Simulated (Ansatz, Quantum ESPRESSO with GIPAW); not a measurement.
# 17O assignment in K3YV2O8

The values are calculated: DFT, PBEsol, plane-wave PAW (pslibrary 1.0.0 recipes), scalar-relativistic, GIPAW shieldings (Quantum ESPRESSO with GIPAW, a patched development version); field gradients by Ansatz. Shieldings are without the macroscopic shape term, which is common to all sites.

```cif
data_structure
_symmetry_space_group_name_H-M 'P 1'
_symmetry_Int_Tables_number 1
_cell_length_a 5.8889
_cell_length_b 5.8889
_cell_length_c 7.6295
_cell_angle_alpha 90.000
_cell_angle_beta 90.000
_cell_angle_gamma 120.000
_cell_volume 229.14
loop_
_atom_site_label
_atom_site_type_symbol
_atom_site_fract_x
_atom_site_fract_y
_atom_site_fract_z
_atom_site_occupancy
Y1 Y 0.00000 0.00000 0.50000 1
V2 V 0.33333 0.66667 0.24177 1
V3 V 0.66667 0.33333 0.75823 1
K4 K 0.00000 0.00000 0.00000 1
K5 K 0.33333 0.66667 0.68953 1
K6 K 0.66667 0.33333 0.31047 1
O7 O 0.65251 0.82625 0.32213 1
O8 O 0.17375 0.82625 0.32213 1
O9 O 0.17375 0.34749 0.32213 1
O10 O 0.82625 0.65251 0.67787 1
O11 O 0.82625 0.17375 0.67787 1
O12 O 0.34749 0.17375 0.67787 1
O13 O 0.33333 0.66667 0.02474 1
O14 O 0.66667 0.33333 0.97526 1
```

The cell is an entry of the Crystallography Open Database; it need not be the form that is stable at ambient conditions. The coordinates shown are those after relaxation (atoms relaxed).

The O sites:

```
site  atom no.  atoms in cell  site symmetry                     surroundings     bonds (Å)
O(1)         7              6              m  non-bridging on V; 6 neighbours  1.74 to 3.24
O(2)        13              2             3m  non-bridging on V; 5 neighbours  1.66 to 3.41
```

The lines to be assigned:

```
line  σ_iso (ppm)  relative area  span (ppm)  skew  |C_Q| (MHz)   η_Q
   A       -267.4              3       596.3  0.22         1.11  0.66
   B       -527.8              1       813.5  1.00         0.01  0.00
```

Simulated spectrum: 17O fast MAS, 20 T (115.5 MHz), central transition to second order, lines broadened by 3.7 ppm; the axis counts ppm from the isotropic position of the most shielded site, as −Δσ; rigid lattice, with dipolar and J couplings and satellite transitions left out.

```csv
offset (ppm),intensity
286,0.00
276,0.00
266,0.01
260,0.35
257,0.04
248,0.00
238,0.00
228,0.00
219,0.00
210,0.00
200,0.00
191,0.00
181,0.00
172,0.00
162,0.00
153,0.00
143,0.00
134,0.00
125,0.00
115,0.00
105,0.00
96,0.00
87,0.00
77,0.00
67,0.00
58,0.00
48,0.00
39,0.00
30,0.00
20,0.00
10,0.01
1,0.46
-1,1.00
-8,0.01
-18,0.00
-27,0.00
```

Most prominent maxima (ppm: height): 260: 0.35, -1: 1.00.

Assign each line to a crystallographic site.

A: A is O(1) (non-bridging on V; 6 neighbours); B is O(2) (non-bridging on V; 5 neighbours). The areas settle A and B, whose multiplicities are unique. O(2) lies on an axis of order three or more, which demands η_Q = 0 and an axial or isotropic tensor.

[Banner, clock, file and message-heading lines were taken out of the pw.x and gipaw.x logs.]

[Logs are printed without paths, hosts, clocks, repeated set-up lines and the standing remarks that a program may print on its own settings, such as how far it seeks lower states.]

[Hosts, paths, dates, database ids (printed as entryN), source tags and the programs' standing remarks are cut or masked in the printed files.]
